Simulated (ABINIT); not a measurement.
**Quasiparticle gap of LiH (Fm-3m) in ABINIT**

Aim: the G0W0 gap of LiH (Fm-3m) on PBE, step by step.

Calculated with ABINIT 10.8.3; PBE and many-body steps on it, plane waves.

The database entry behind the starting cell differs from later determinations by our own check (the deuteride, about 0.2 % short), so it need not match the best structure at ambient conditions.

**1. The starting structure**

Symmetry: Fm-3m, No. 225, cubic system. The conventional cell has a = 4.074 Å, b = 4.074 Å, c = 4.074 Å, α = 90.00°, β = 90.00°, γ = 90.00°. Li has 6 H at 2.04 Å nearest. Nearest to H lie 6 Li at 2.04 Å. Farther neighbours are not listed.

Structure file:

```cif
data_structure
_symmetry_space_group_name_H-M 'P 1'
_symmetry_Int_Tables_number 1
_cell_length_a 2.8804
_cell_length_b 2.8804
_cell_length_c 2.8804
_cell_angle_alpha 60.000
_cell_angle_beta 60.000
_cell_angle_gamma 60.000
_cell_volume 16.90
loop_
_atom_site_label
_atom_site_type_symbol
_atom_site_fract_x
_atom_site_fract_y
_atom_site_fract_z
_atom_site_occupancy
Li1 Li 0.00000 0.00000 0.00000 1
H2 H 0.50000 0.50000 0.50000 1
```

The cell and positions come from the Crystallography Open Database and are kept as given unless a step says otherwise.

**2. Ground state**

This step: ABINIT 10.8.3; DFT, PBE, plane waves, norm-conserving pseudopotentials.

The ground-state density comes first.

run.abi

```
acell 3*1.0 Angstrom
rprim 
  0.000000000000 2.036750000000 2.036750000000
  2.036750000000 -0.000000000000 2.036750000000
  2.036750000000 2.036750000000 -0.000000000000
ntypat 2
znucl 3 1
natom 2
typat 1 2
xred 
  0.000000000000 0.000000000000 0.000000000000
  0.500000000000 0.500000000000 0.500000000000
pp_dirpath "pseudos"
pseudos "Li.upf, H.upf"
ecut 33
ngkpt 8 8 8
nshiftk 1
shiftk 0 0 0
kptopt 1
chksymbreak 0
nband 7
occopt 1
tolvrs 1e-10
nstep 60
prtwf 0
optforces 0
optstress 0
indata_prefix "in"
outdata_prefix "out"
tmpdata_prefix "tmp"
```

On the command line:

```
$ OMP_NUM_THREADS=1 mpirun -n 4 abinit run.abi > log
```

Numbers of over 12 decimals in the logs are rounded to 6 here.

Log:

```text
.Version 10.8.3 of ABINIT. v10.8.2 released Aug 2026.

 Symmetries : space group Fm -3 m (#225); Bravais cF (face-center cubic)
================================================================================
 Values of the parameters that define the memory need of the present run
     intxc =       0    ionmov =       0      iscf =       7    lmnmax =       4
     lnmax =       4     mgfft =      30  mpssoang =       2    mqgrid =    3001
     natom =       2  nloc_mem =       1    nspden =       1   nspinor =       1
    nsppol =       1      nsym =      48    n1xccc =       0    ntypat =       2
    occopt =       1   xclevel =       2
-    mband =           7        mffmem =           1         mkmem =           8
       mpw =        1042          nfft =       27000          nkpt =          29
================================================================================
  Rough estimation (10% accuracy) of disk space for files :
================================================================================

--------------------------------------------------------------------------------
------------- Echo of variables that govern the present computation ------------
--------------------------------------------------------------------------------
 -outvars: echo values of preprocessed input variables --------
            acell      1.8897261259E+00  1.8897261259E+00  1.8897261259E+00 Bohr

      chksymbreak           0
             ecut      3.30000000E+01 Hartree
-          fftalg         312

              ixc     -101130
              kpt      0.00000000E+00  0.00000000E+00  0.00000000E+00
                       1.25000000E-01  0.00000000E+00  0.00000000E+00
                       2.50000000E-01  0.00000000E+00  0.00000000E+00
                       3.75000000E-01  0.00000000E+00  0.00000000E+00
                       5.00000000E-01  0.00000000E+00  0.00000000E+00
                       1.25000000E-01  1.25000000E-01  0.00000000E+00
                       2.50000000E-01  1.25000000E-01  0.00000000E+00
                       3.75000000E-01  1.25000000E-01  0.00000000E+00
                       5.00000000E-01  1.25000000E-01  0.00000000E+00
   [... 18 further rows ...]
                      -3.75000000E-01  5.00000000E-01  1.25000000E-01
                      -2.50000000E-01  5.00000000E-01  2.50000000E-01
         kptrlatt        8    0    0      0    8    0      0    0    8
          kptrlen      4.35453291E+01
P           mkmem           8
            natom           2
            nband           7
            ngfft          30      30      30
             nkpt          29
            nstep          60
             nsym          48
           ntypat           2
              occ      2.000000  2.000000  0.000000  0.000000  0.000000  0.000000
                       0.000000
        optforces           0
        optstress           0
            prtwf           0
            rprim      0.0000000000E+00  2.0367500000E+00  2.0367500000E+00
[...]
spgroup         225

           tolvrs      1.00000000E-10

             xred      0.0000000000E+00  0.0000000000E+00  0.0000000000E+00
[...]
znucl        3.00000    1.00000

================================================================================

 chkinp: Checking input parameters for consistency.

================================================================================
== DATASET  1 ==================================================================
-   mpi_nproc: 4, omp_nthreads: 1 (-1 if OMP is not activated)

--- !DatasetInfo
iteration_state: {dtset: 1, }
dimensions: {natom: 2, nkpt: 29, mband: 7, nsppol: 1, nspinor: 1, nspden: 1, mpw: 1042, }
cutoff_energies: {ecut:  33.0, pawecutdg:  -1.0, }
electrons: {nelect:   4.00000000E+00, charge:   0.00000000E+00, occopt:   1.00000000E+00, tsmear:   1.00000000E-02, }

 Real(R)+Recip(G) space primitive vectors, cartesian coordinates (Bohr,Bohr^-1):
 R(1)=  0.0000000  3.8488997  3.8488997  G(1)= -0.1299073  0.1299073  0.1299073
 R(2)=  3.8488997  0.0000000  3.8488997  G(2)=  0.1299073 -0.1299073  0.1299073
 R(3)=  3.8488997  3.8488997  0.0000000  G(3)=  0.1299073  0.1299073 -0.1299073
 Unit cell volume ucvol=  1.1403542E+02 bohr^3
 Angles (23,13,12)=  6.00000000E+01  6.00000000E+01  6.00000000E+01 degrees

 getcut: wavevector=  0.0000  0.0000  0.0000  ngfft=  30  30  30
         ecut(hartree)=     33.000   => boxcut(ratio)=   2.13368

--- Pseudopotential description ------------------------------------------------
- Li Generated using ONCVPSP code by D. R. Hamann
-  3.00000   3.00000  171031                  znucl, zion, pspdat
12 -101130 1 -1 1944                          pspcod,pspxc,lmax,lloc,mmax
     nproj     2     2
  pspatm : epsatm=    2.74360059
         --- l  ekb(1:nproj) -->
[...]
pspatm: atomic psp has been read  and splines computed

- H Generated using ONCVPSP code by D. R. Hamann
-  1.00000   1.00000  171031                  znucl, zion, pspdat
12 -101130 1 -1 1166                          pspcod,pspxc,lmax,lloc,mmax
     nproj     2     1
  pspatm : epsatm=    0.36186929
         --- l  ekb(1:nproj) -->
             0   -1.701123   -0.534484
             1   -0.503321
 pspatm: atomic psp has been read  and splines computed

   1.24218795E+01                                ecore*ucvol(ha*bohr**3)
--------------------------------------------------------------------------------

_setup2: Arith. and geom. avg. npw (full set) are    1032.553    1032.522

================================================================================

--- !BeginCycle
iteration_state: {dtset: 1, }
solver: {iscf: 7, nstep: 60, nline: 4, wfoptalg: 0, }
tolerances: {tolvrs: 1.00E-10, }

     iter   Etot(hartree)      deltaE(h)  residm     vres2
 ETOT  1  -7.811692    -7.812E+00 6.179E-02 2.587E+01
 ETOT  2  -7.817687    -5.995E-03 2.470E-04 4.040E-01
 ETOT  3  -7.817700    -1.248E-05 1.186E-04 6.596E-03
 ETOT  4  -7.817700    -1.199E-07 2.107E-04 1.152E-04
 ETOT  5  -7.817700    -3.355E-09 9.743E-05 1.581E-07
 ETOT  6  -7.817700    -7.541E-12 9.509E-05 2.306E-09
 ETOT  7  -7.817700    -1.421E-14 3.678E-05 2.465E-11

 At SCF step    7       vres2   =  2.47E-11 < tolvrs=  1.00E-10 =>converged.

--- !ResultsGS
iteration_state: {dtset: 1, }
comment   : Summary of ground state results
lattice_vectors:
- [  0.0000000,   3.8488997,   3.8488997, ]
- [  3.8488997,  -0.0000000,   3.8488997, ]
- [  3.8488997,   3.8488997,  -0.0000000, ]
lattice_lengths: [   5.44317,    5.44317,    5.44317, ]
lattice_angles: [ 60.000,  60.000,  60.000, ] # degrees, (23, 13, 12)
lattice_volume:   1.1403542E+02
convergence: {deltae: -1.421E-14, res2:  2.465E-11, residm:  3.678E-05, diffor:  0.000E+00, }
etotal    :  -7.81769999E+00
entropy   :   0.00000000E+00
fermie    :  -1.27892219E-02
cartesian_stress_tensor: null
pressure_GPa: null
xred      :
- [  0.0000E+00,   0.0000E+00,   0.0000E+00, Li]
- [  5.0000E-01,   5.0000E-01,   5.0000E-01,  H]
cartesian_forces: null
force_length_stats: {min: null, max: null, mean: null, }

 Integrated electronic density in atomic spheres:
 ------------------------------------------------
 Atom  Sphere_radius  Integrated_density
    1        2.00000          2.24993717
    2        2.00000          1.27207296
================================================================================

 ----iterations are completed or convergence reached----

 Mean square residual over all n,k,spin=   27.132E-08; max=  36.778E-06
 reduced coordinates (array xred) for    2 atoms
       0.000000000000      0.000000000000      0.000000000000
       0.500000000000      0.500000000000      0.500000000000
 rms dE/dt=  0.0000E+00; max dE/dt=  0.0000E+00; dE/dt below (all hartree)
    1       0.000000000000      0.000000000000      0.000000000000
    2       0.000000000000      0.000000000000      0.000000000000

 cartesian coordinates (angstrom) at end:
    1      0.000000     0.000000     0.000000
    2      2.036750     2.036750     2.036750
 length scales=  1.889726125908  1.889726125908  1.889726125908 bohr
              =  1.000000000000  1.000000000000  1.000000000000 angstroms
 prteigrs : about to open file out_EIG
 Fermi (or HOMO) energy (hartree) =  -0.01279   Average Vxc (hartree)=  -0.30380
 Eigenvalues (hartree) for nkpt=  29  k points:
 kpt#   1, nband=  7, wtk=  0.00195, kpt=  0.0000  0.0000  0.0000 (reduced coord)
  -1.64081   -0.20586    0.55593    0.62682    0.62682    0.62682    0.79790
 prteigrs : prtvol=0 or 1, do not print more k-points.

--- !EnergyTerms
iteration_state     : {dtset: 1, }
comment             : Components of total free energy in Hartree
kinetic             :  5.77687050537605E+00
hartree             :  1.64440145734382E+00
xc                  : -2.05284246565356E+00
Ewald energy        : -3.40272690322020E+00
psp_core            :  1.08930009251063E-01
local_psp           : -5.17068083719169E+00
non_local_psp       : -4.72165175675936E+00
total_energy        : -7.81769999085388E+00
total_energy_eV     : -2.12730454006327E+02
band_energy         : -3.46840377958160E+00

== END DATASET(S) ==============================================================
================================================================================

 -outvars: echo values of variables after computation  --------
           etotal     -7.8176999909E+00
            nband           7
             nkpt          29
          spgroup         225
 [... the other variables as echoed above ...]

 Calculation completed.
```

The job ended after 2.8 s (4 MPI ranks of Arm Neoverse V1, shared host; peak memory 0.07 GiB).

This step gave:

```yaml
total_energy: -212.7305 eV
gap: 3.022 eV
k_of_the_valence_top: 0.5, 0.5, 0
k_of_the_conduction_bottom: 0.5, 0.5, 0
least_direct_gap: 3.022 eV
```

The gap is direct, at (0.500, 0.500, 0.000).

(Continued in part 2 of 3.)

[Paths, hosts, dates, memory and timing lines, banners, echoed tables and standing remarks are left out of the program output.]

[Logs are printed without paths, hosts, clocks, repeated set-up lines and the standing remarks that a program may print on its own settings, such as how far it seeks lower states.]

[Runs of the session that timed out or met a known fault of the program may be left out.]

[Hosts, paths, dates, database ids (printed as entryN), source tags and the programs' standing remarks are cut or masked in the printed files.]

[G0W0 gaps are taken among the corrected bands and points alone; a level outside them can change the order at an edge.]

[Where Ansatz stands beside ABINIT at settings called matched, ABINIT's density can come from a denser mesh and the files from another edition; pairs whose starting gaps differed by over 0.03 eV were left out, so agreement reads better than it is.]
